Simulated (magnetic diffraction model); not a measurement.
# Magnetic neutron pattern of Li3NbNi4S8

Space group C2/m (no. 12), a = 12.5502 Å, b = 7.4420 Å, c = 7.3660 Å, β = 124.57°.

| site | atom | x | y | z |
| --- | --- | --- | --- | --- |
| 2b | Nb | 0 | 1/2 | 0 |
| 4e | Ni | 3/4 | 3/4 | 0 |
| 2a | Ni | 0 | 0 | 0 |
| 2d | Ni | 0 | 1/2 | 1/2 |
| 8j | S | 0.9921 | 0.2607 | 3/4 |
| 4i | S | 0.2474 | 1/2 | 0.7600 |
| 4i | S | 0.7623 | 1/2 | 0.7711 |
| 4f | Li | 3/4 | 3/4 | 1/2 |
| 2c | Li | 0 | 0 | 1/2 |

The compound is invented for this exercise: a known structure type with other elements, its cell scaled to their sizes and not relaxed.

Only Ni is taken to order (form factors of Ni2+); orders and moment sizes are assumed, and not adapted to the symmetry. Radiation: neutrons of λ = 2.567 Å, 3° to 55°; isotropic B of 0.46 Å² (Nb), 0.4 Å² (Ni), 0.53 Å² (S) and 0.88 Å² (Li). The intensities are simulated: I ∝ L Σ (|F_N|² + |F_M⊥|²) for unpolarised neutrons, with F_M = 2.695 fm/μB × Σ f(s) S exp(2πi Q·r) exp(−B s²) at Q = H ± k (one set where k and −k are equivalent), only the part normal to Q counting and L = 1/(sin²θ cos θ). For collinear order S is the moment m, which repeats by lattice and centring translations R with the sign exp(−2πi k·R). Form factors are spin-only for 3d ions and dipole or tabulated for f ions, scattering lengths are Sears's of 1992, and absorption is left out. A label names one of the reflections at its angle. The strongest nuclear line in the range is 100, and lines under 0.2 are left out.

Assume the order k = (1/2 1/2 1/2), collinear moments along [001], 1.74 μB on Ni; signs + at (3/4, 3/4, 0), − at (0, 0, 0), − at (1/4, 3/4, 0), − at (0, 1/2, 1/2).

Q: Where does magnetic intensity appear, and how strong is it?

```
2θ (°)           index  nuclear  magnetic
 14.08  (1/2 1/2 -1/2)      0.0       5.2
 19.93   (1/2 1/2 1/2)      0.0       3.8
 20.27  (-3/2 1/2 1/2)      0.0       3.7
 24.43         (0 0 1)    100.0       0.0
 24.54         (1 1 0)     17.5       0.0
 25.00        (2 0 -1)     17.5       0.0
 28.39        (1 1 -1)     29.9       0.0
 28.77         (2 0 0)      4.9       0.0
 31.68  (-1/2 3/2 1/2)      0.0       8.4
 31.94  (3/2 -1/2 1/2)      0.0       8.3
 31.96  (-3/2 1/2 3/2)      0.0       0.9
 32.38  (5/2 1/2 -1/2)      0.0       8.0
 34.80  (1/2 -3/2 1/2)      0.0       1.4
 34.85  (1/2 1/2 -3/2)      0.0       0.4
 35.01  (3/2 3/2 -1/2)      0.0       1.4
 35.46  (5/2 1/2 -3/2)      0.0       0.4
 40.36         (0 2 0)      2.7       0.0
 40.50         (1 1 1)     15.3       0.0
 40.80        (2 0 -2)      2.5       0.0
 41.22        (3 1 -1)     14.8       0.0
 43.02   (1/2 1/2 3/2)      0.0       0.5
 43.15   (3/2 3/2 1/2)      0.0       0.9
 43.16  (3/2 3/2 -3/2)      0.0       0.5
 43.49  (-5/2 3/2 1/2)      0.0       0.8
 44.04  (-7/2 1/2 3/2)      0.0       0.5
 45.44  (-1/2 3/2 3/2)      0.0       0.4
 45.93  (-5/2 3/2 3/2)      0.0       0.4
 45.95   (5/2 1/2 1/2)      0.0       0.8
 46.43  (-7/2 1/2 1/2)      0.0       0.7
 47.74         (0 2 1)     10.0       0.0
 47.88        (1 1 -2)      3.4       0.0
 48.06        (2 2 -1)     48.4       0.0
 48.11         (2 0 1)      8.1       0.0
 48.48         (3 1 0)      3.1       0.0
 48.51        (3 1 -2)      3.8       0.0
 49.05        (4 0 -1)     28.8       0.0
 50.08         (0 0 2)      9.1       0.0
 50.31         (2 2 0)     18.0       0.0
 51.29        (4 0 -2)      8.8       0.0
 52.19  (1/2 5/2 -1/2)      0.0       2.8
 52.25  (1/2 -3/2 3/2)      0.0       1.9
 53.14  (7/2 3/2 -3/2)      0.0       1.8
 54.33   (1/2 5/2 1/2)      0.0       0.5
 54.47  (-3/2 5/2 1/2)      0.0       0.5
 54.55  (3/2 -1/2 3/2)      0.0       0.3
 54.80  (5/2 -3/2 1/2)      0.0       0.5
```

The strongest magnetic line in the range is (-1/2 3/2 1/2) at 31.68° (8.4). On top of the Lorentz factor, which all lines share, magnetic lines fade with angle because f falls: for Ni2+ it is 0.92, 0.73, 0.52 and 0.21 at sin θ/λ = 0.1, 0.2, 0.3 and 0.5 Å⁻¹, while nuclear lengths stay constant. The order has no net moment.

[Logs are printed without paths, hosts, clocks, repeated set-up lines and the standing remarks that a program may print on its own settings, such as how far it seeks lower states.]
